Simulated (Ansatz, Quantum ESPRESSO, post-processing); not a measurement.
# Ballistic transmission: Al chain with one bond drawn out by 1.5 Å, part 4 of 4

How well does the junction conduct in the ballistic limit? It is: Al chain with one bond drawn out by 1.5 Å.

Quantum ESPRESSO 7.5; plane-wave DFT, PBEsol, GBRV ultrasoft pseudopotentials; cross-check by Ansatz 0.2.0 with PAW datasets.

So far. Step 2 (Ground state): The run needed 53 iterations to bring the estimated error under 1e-07 Ry; the largest force on any atom, held or free, is 1.64 eV/Å. Step 3 (Transmission with pwcond.x): At no point does T exceed the number of channels.

## 5. The same in Ansatz

A second code with its own PAW datasets, on the same atoms.

Level of this step: plane-wave DFT, PBEsol, Ansatz PAW (Ansatz 0.2.0).

Contents of input.yaml:

```yaml
crystal:
  lattice:
    - [7.5, 0.0, 0.0]
    - [0.0, 7.5, 0.0]
    - [0.0, 0.0, 30.3]
  atoms:
    - { symbol: Al, position: [0.5, 0.5, 0.0] }
    - { symbol: Al, position: [0.5, 0.5, 0.0792079208] }
    - { symbol: Al, position: [0.5, 0.5, 0.1584158416] }
    - { symbol: Al, position: [0.5, 0.5, 0.2376237624] }
    - { symbol: Al, position: [0.5, 0.5, 0.3168316832] }
    - { symbol: Al, position: [0.5, 0.5, 0.396039604] }
    - { symbol: Al, position: [0.5, 0.5, 0.5247524752] }
    - { symbol: Al, position: [0.5, 0.5, 0.603960396] }
    - { symbol: Al, position: [0.5, 0.5, 0.6831683168] }
    - { symbol: Al, position: [0.5, 0.5, 0.7623762376] }
    - { symbol: Al, position: [0.5, 0.5, 0.8415841584] }
    - { symbol: Al, position: [0.5, 0.5, 0.9207920792] }
kpoints:
  mp_grid: { grid: [1, 1, 4] }
hamiltonian:
  xc: pbesol
scf:
  occupations: { method: fermi_dirac, width: 0.1 }
  convergence: { dr2_threshold: 1.0e-08 }
output:
  transmission:
    leads: [[0, 1]]
    e_range: [-2.0, 2.0]
    de: 0.05
    kmesh: [1, 1]
    reduced_basis: true
  write_potential: true
  write_density: true
  volumetric_format: npy
  elf: true
```

Started as:

```sh
$ ansatz run input.yaml --threads 2 --pin off --max-ram 4096MiB --backend cpu --events-out ev --progress --plain --runs-dir out
```

Numbers of over 12 decimals in the logs are rounded to 6 here.

The program printed:

```text
Engine: ansatz 0.2.0, aarch64-unknown-linux-gnu
Pseudopotentials: kind: paw
Pseudopotential: Al, paw, valence charge 3, recommended cutoff 420 eV (normal), Al.paw.azcp
Functional definition: PBEsol
  exchange = pbesol_x
  correlation = pbesol_c
Crystal: 12 atoms, lattice volume = 1704.375 Å³
Basis set: ecut = 420 eV, 33381 PW (Γ)
Bands: 30, of which v1, the nominal top of the filled ones, is band 18 counted from 1 (17 counted from 0)
Symmetry: 16 space group operations
Space group: P4/mmm (ITA 123), of the structure as read, at distance tolerance 1.2e-4 Å
k-points: 3 of 4
Non-local potential: Al, projectors of the file, l = 0: 2, l = 1: 2, l = 2: 1
PAW form: soft (Blöchl's): semilocal exchange-correlation on the pseudo side does not see the compensation charge
PAW frozen core: Al, regenerated for the run's functional, and the local potential with it (the file was generated under x = pbe(κ = 0.804, μ = 0.219515), c = pbe(β = 0.066725))
PAW one-centre angular grid: Al, 110 points (default); XC on 64 Gauss nodes
Initial density: superposition of atomic densities (neutral atoms: chi_scale 0, normalization atom), corrected by the library's trained network
Initial wavefunctions: pseudopotential atomic-orbital guess
Functional: x = pbesol(κ = 0.804, μ = 0.123457), c = pbesol(β = 0.046)
SCF iter   1: F=—  HF=-6267.404458 eV  |F-HF|=—  |Δ(HF+E_count)|=         —  Δρ=3.18e-3  dr2=4.94e0  ethr=1.77e-3  ⟨swp⟩=17.7  Hψ=550  notcnv=0
preconditioner: auto → LDOS  [metal: Δε(μ)=0.064 eV  Ē_g=3.912 eV  σ=0.100 eV  W_gap=0.16  n_scr=84 (ndim 8)  ℏωp=5.4 eV  f_vac=0.471  D(μ)=21.02/eV (n_scr^D=94)  β→1.0]
SCF iter   2: F=—  HF=-6267.290492 eV  |F-HF|=—  |Δ(HF+E_count)|=   1.14e-1  Δρ=1.24e-3  dr2=1.42e-1  ethr=1.77e-3  ⟨swp⟩=1.0  Hψ=114  notcnv=0
SCF iter   3: F=—  HF=-6267.285830 eV  |F-HF|=—  |Δ(HF+E_count)|=   4.66e-3  Δρ=6.09e-4  dr2=9.19e-2  ethr=3.95e-4  ⟨swp⟩=1.0  Hψ=90  notcnv=0
SCF iter   4: F=—  HF=-6267.282749 eV  |F-HF|=—  |Δ(HF+E_count)|=   3.08e-3  Δρ=2.96e-4  dr2=1.81e-2  ethr=2.55e-4  ⟨swp⟩=1.0  Hψ=90  notcnv=0
SCF iter   5: F=—  HF=-6267.281780 eV  |F-HF|=—  |Δ(HF+E_count)|=   9.70e-4  Δρ=1.10e-4  dr2=1.17e-3  ethr=5.03e-5  ⟨swp⟩=1.0  Hψ=90  notcnv=0
SCF iter   6: F=—  HF=-6267.281713 eV  |F-HF|=—  |Δ(HF+E_count)|=   6.65e-5  Δρ=5.25e-5  dr2=2.20e-4  ethr=3.24e-6  ⟨swp⟩=2.0  Hψ=112  notcnv=0
SCF iter   7: F=—  HF=-6267.281690 eV  |F-HF|=—  |Δ(HF+E_count)|=   2.33e-5  Δρ=2.46e-5  dr2=5.91e-5  ethr=6.12e-7  ⟨swp⟩=2.0  Hψ=129  notcnv=0
SCF iter   8: F=—  HF=-6267.281683 eV  |F-HF|=—  |Δ(HF+E_count)|=   7.23e-6  Δρ=9.04e-6  dr2=6.56e-6  ethr=1.64e-7  ⟨swp⟩=3.0  Hψ=148  notcnv=0
SCF iter   9: F=—  HF=-6267.281635 eV  |F-HF|=—  |Δ(HF+E_count)|=   4.79e-5  Δρ=2.99e-6  dr2=9.32e-7  ethr=1.82e-8  ⟨swp⟩=2.0  Hψ=162  notcnv=0
SCF iter  10: F=—  HF=-6267.281635 eV  |F-HF|=—  |Δ(HF+E_count)|=   1.96e-8  Δρ=9.80e-7  dr2=6.42e-8  ethr=2.59e-9  ⟨swp⟩=3.0  Hψ=150  notcnv=0
SCF iter  11: F=-6267.281635 eV  HF=-6267.281635 eV  |F-HF|=6.37e-12  |Δ(HF+E_count)|=   2.45e-9  Δρ=2.18e-7  dr2=2.82e-9  ethr=2.78e-11  ⟨swp⟩=6.0  Hψ=285  notcnv=0
SCF 1 converged in 11 iterations: F = -6267.281635 eV  dr2 = 2.82e-9
  greatest PAW one-centre occupation: 0.559 electrons in one spin orbital (limit 2), on the Al atom at site 6 (counted from 0), in its partial waves of l = 0
transmission: 38 of 228 steps passed
transmission: 76 of 228 steps passed
[...]
transmission: 228 of 228 steps passed
WARN: The output density's exchange-correlation potential varies sharply where the density is thin. Do not read a vacuum level from v_tot or v_xc, or from such a field of the output density. On a cell that repeats whose density bears no net charge and no dipole along the vacuum's axis use v_es (v_loc + v_h of the components); under efield.dipole_correction with no amplitude use v_es + v_field, which holds any externa [...]
SCF converged after 11 iterations
Free energy (F): -6267.281635 eV
Harris-Foulkes:  -6267.281635 eV  (|F-HF|=6.37e-12)
Internal energy: -6266.522760 eV  (E = F + TS)
E sigma→0 (E₀):  -6266.902197 eV
Entropy (-TS):   -0.758875 eV (-63.240 meV/atom)
Fermi energy:    -2.553584 eV
--- Per-component energies (eV) ---
  E_band       = -197.728941
  E_kinetic    = 230.192005
  E_local      = -894.658122  (includes V_loc(G=0)·N_el)
  E_nonlocal   = 138.227485
  E_hartree    = 335.895670
  E_xc         = -434.220194
  E_vxc        = -298.426014  (∫ρ·V_xc dr)
  E_paw        = -5457.810031  (= ΣΔE_a)
  E_vpaw       = -44.855742  (= ΣTr[D̂ρ^β])
  E_aug_tail   = -0.000029  (compensation charges beyond the density's cutoff)
  E_ewald      = -184.379213
  E_core_change = 0.229668  (= ΣΔE_core)
  E_smearing   = -0.758875  (= −TS)
  E_closure    = 0.000000  (closes the sum)
  Σ components = -6267.281635   (vs F -6267.281635, Δ=0.00e0)
--- Band table (eV) ---
  k-point 0: bands = [... 14 lower, -2.7769, -2.7769, -2.6539, -2.6363, -2.6363, -2.3604, -2.3604, -2.1008, ... 8 higher]
  k-point 1: bands = [... 14 lower, -2.7861, -2.7861, -2.6170, -2.6170, -2.5895, -2.3908, -2.3908, -2.0633, ... 8 higher]
  k-point 2: bands = [... 14 lower, -2.7944, -2.7944, -2.5958, -2.5958, -2.5277, -2.4208, -2.4208, -2.0249, ... 8 higher]
--- Transmission ---
  basis      : 497 plane waves across, 38 finite elements along
  points     : 1, standing for a mesh of 1 x 1
  energies   : 81 from -2.000000 to 2.000000 eV about the Fermi level, 0.050000 eV apart; the leads are filled to 0.000000 eV, and channels, transmission and decay are at 0.000000 eV
  crystal 0  : Al1, at the sites [0, 1], period 2.4000 Å, over 28.80 Å; its Hamiltonian steps by up to 10.4 meV
    offset         : up to 0.0000 Å between an atom of the period and one for which it stands
    channels       : 2.000000e0 a spin
    conductance    : none, the energies end too early or step too widely for 300 K: set another output.transmission.e_range or a lower de, or, where they end at an eighth of basis.ecutwfc, a higher one
  junction   : crystal 0 to crystal 0, -0.50 to 27.40 Å
    transmission   : 2.465186e-1 a spin
    error estimate : 9.337828e-6 a spin from the reduction of the transverse basis, at the most 1.754627e-5 at 2.000000 eV
    conductance    : none, the energies end too early or step too widely for 300 K: set another output.transmission.e_range or a lower de, or, where they end at an eighth of basis.ecutwfc, a higher one
```

Wall time 40 s (2 threads of Arm Neoverse V2, shared host); peak memory 1.3 GiB.

Numbers from this step:

```
free energy                                  : -6267.2816 eV
energy at zero smearing                      : -6266.9022 eV
smearing term TS                             : 0.7589 eV
Fermi energy                                 : -2.554 eV
symmetry operations                          : 16
transmission at the Fermi level, one spin    : 0.2465
step of the lead's Hamiltonian over a period : 10.4 meV
```

Per spin. The transmission by energy, zero at the Fermi level:

```tsv
energy (eV)	transmission
-2.00	0.174
-1.90	0.177
-1.80	0.179
-1.70	0.177
-1.55	0.165
-1.45	0.145
-1.35	0.103
-1.25	0.0103
-1.15	0
-1.05	0
-0.90	0
-0.80	0
-0.70	0
-0.60	0
-0.50	0
-0.40	0
-0.25	0.0545
-0.15	0.140
-0.05	0.225
0.00	0.247
0.05	0.252
0.15	0.237
0.25	0.215
0.40	0.195
0.50	0.191
0.60	0.193
0.70	0.199
0.80	0.208
0.90	0.222
1.05	0.301
1.15	0.348
1.25	0.394
1.35	0.437
1.45	0.479
1.55	0.520
1.70	0.581
1.80	0.621
1.90	0.661
2.00	0.702
```

Per spin. The open channels by energy, zero at the Fermi level:

energy (eV), open channels and a bar:
```
    -2.00       1.00 ##########
    -1.90       1.00 ##########
    -1.80       1.00 ##########
    -1.70       1.00 ##########
    -1.55       1.00 ##########
    -1.45       1.00 ##########
    -1.35       1.00 ##########
    -1.25       1.00 ##########
    -1.15       0.00 
    -1.05       0.00 
    -0.90       0.00 
    -0.80       0.00 
    -0.70       0.00 
    -0.60       0.00 
    -0.50       0.00 
    -0.40       0.00 
    -0.25       2.00 ####################
    -0.15       2.00 ####################
    -0.05       2.00 ####################
     0.00       2.00 ####################
     0.05       2.00 ####################
     0.15       2.00 ####################
     0.25       2.00 ####################
     0.40       2.00 ####################
     0.50       2.00 ####################
     0.60       2.00 ####################
     0.70       2.00 ####################
     0.80       2.00 ####################
     0.90       3.00 ##############################
     1.05       3.00 ##############################
     1.15       3.00 ##############################
     1.25       3.00 ##############################
     1.35       3.00 ##############################
     1.45       3.00 ##############################
     1.55       3.00 ##############################
     1.70       3.00 ##############################
     1.80       3.00 ##############################
     1.90       3.00 ##############################
     2.00       3.00 ##############################
```

Valence density in the ca plane at fractional y = 0.500, with atoms of Al within 0.2 Å of it. It is the smooth field of the valence electrons, not physical close to the nuclei.

Ten even steps from '0' (0.00 e/Å³) to '9' (0.38 e/Å³), each cell a mean:
```
00000000000000000000000000000000000000000000
00000000000000000000000000000000000000000000
00000000000000000000000000000000000000000000
00000000000000000000000000000000000000000000
00000000000000000000000000000000000000000000
00011111111111111111111111111111111111111111
01122222222222222222222222222222222222222222
12344344554344554434555434455433455543445544
13443357874236775324787423687532478742367763
23532248973126995214897312699521389831269962
23542248973226885224897322698522489742269962
12443356664345665334666434566533466643356653
01233333333333333333333333333333333333333333
00111111111111111111111111111111111111111111
00000000000000000000000000000000000000000000
00000000000000000000000000000000000000000000
00000000000000000000000000000000000000000000
00000000000000000000000000000000000000000000
00000000000000000000000000000000000000000000
00000000000000000000000000000000000000000000
```
Columns run along c (16.0 Å, from fractional 0.47 to 1.00 of the cell), rows up along a (7.5 Å). Atoms in or near the plane, at fractional coordinates: Al at (0.52, 0.50), Al at (0.60, 0.50), Al at (0.68, 0.50), Al at (0.76, 0.50), Al at (0.84, 0.50), Al at (0.92, 0.50).

Electrostatic potential energy in the ca plane at fractional y = 0.500, with atoms of Al within 0.2 Å of it. With pseudopotentials it is smooth inside the atoms' cores, unlike the true potential.

Ten even steps from '0' (-20 eV) to '9' (2 eV), each cell a mean:
```
99999999999999999999999999999999999999999999
99999999999999999999999999999999999999999999
99999999999999999999999999999999999999999999
99999999999999999999999999999999999999999999
99999999999999999999999999999999999999999999
99998889999899999889999988999988999998899998
99876678887678888767888767888876788876788887
99741146763125774214676312577521367631257752
98501104620101650110463010155101036301015510
98304502412530430451251253043045115115404404
98303303511420540330251142044023025204204402
98620015640003762001574100366200157510036630
99864467875457886546887545788654678764578875
99988888988889998888999888899888899988889988
99999999999999999999999999999999999999999999
99999999999999999999999999999999999999999999
99999999999999999999999999999999999999999999
99999999999999999999999999999999999999999999
99999999999999999999999999999999999999999999
99999999999999999999999999999999999999999999
```
Columns run along c (16.0 Å, from fractional 0.47 to 1.00 of the cell; values clipped at the 3rd and 97th percentile), rows up along a (7.5 Å). Atoms in or near the plane, at fractional coordinates: Al at (0.52, 0.50), Al at (0.60, 0.50), Al at (0.68, 0.50), Al at (0.76, 0.50), Al at (0.84, 0.50), Al at (0.92, 0.50).

Ansatz finds T = 0.247 against pwcond's 0.332.

## 6. All levels side by side

All levels:

```tsv
step	T at the Fermi level (per spin)	conductance (G0)	r.m.s. T(E) from the first	CPU time of the step (s)	peak memory (GiB)
Ansatz	0.2465	-	0	77.85	1.337
pwcond	0.3318	0.3318	0.02076	384.2	0.31
pwcond, changed setting	0.3318	0.3318	0.02076	401.6	0.31
```

Per spin. Transmission against energy, zero at the Fermi level:

```tsv
energy (eV)	Ansatz	pwcond	pwcond, changed setting
-2.00	0.174	0.188	0.188
-1.90	0.177	0.193	0.193
-1.70	0.177	0.195	0.195
-1.60	0.171	0.187	0.187
-1.40	0.128	0.134	0.134
-1.30	0.0665	0.0598	0.0597
-1.20	0	0	0
-1.00	0	0	0
-0.90	0	0	0
-0.80	0	0	0
-0.60	0	0	0
-0.50	0	0	0
-0.30	0.0284	0.0124	0.0124
-0.20	0.0923	0.0924	0.0924
-0.10	0.188	0.253	0.253
0.00	0.247	0.332	0.332
0.10	0.247	0.290	0.290
0.20	0.225	0.230	0.230
0.30	0.206	0.193	0.193
0.50	0.191	0.174	0.174
0.60	0.193	0.181	0.181
0.80	0.208	0.207	0.207
0.90	0.222	0.223	0.223
1.00	0.276	0.272	0.272
1.20	0.371	0.358	0.358
1.30	0.415	0.400	0.400
1.40	0.458	0.441	0.441
1.60	0.541	0.527	0.527
1.70	0.581	0.570	0.570
1.90	0.661	0.658	0.658
2.00	0.702	0.701	0.701
```

## 7. Worked from the printed numbers

G = 0.332 × 77.48 µS = 25.7 µS a cell, a resistance of 38.9 kΩ.

## 8. Outcome

| Item | Value |
| --- | --- |
| conductance from T at the Fermi level, a cell (G₀ = 2e²/h) | 0.332 G₀ |
| lead channels per spin | 2.00 |
| the same conductance by Ansatz | 0.247 G₀ |

**Reading.** The junction conducts 0.332 G₀ a cell at the Fermi level (PBEsol, GBRV ultrasoft). At the Fermi level the junction passes 17 % of what the leads offer. At the Fermi level pwcond and Ansatz differ by 35 %; unlike potentials, short leads and band edges at slightly different energies can each add to that; the cause was not traced. Over -2 to 2 eV, T lies between 0 and 0.70 per spin. The geometry is as built, not relaxed, and the leads are short.

[Logs are printed without paths, hosts, clocks, repeated set-up lines and the standing remarks that a program may print on its own settings, such as how far it seeks lower states.]

[Hosts, paths, dates, database ids (printed as entryN), source tags and the programs' standing remarks are cut or masked in the printed files.]

[Maps of the electrostatic potential energy from Ansatz leave out the sawtooth potential of an applied field or a dipole correction, so their vacuum need not be flat; planar profiles and work functions include it.]
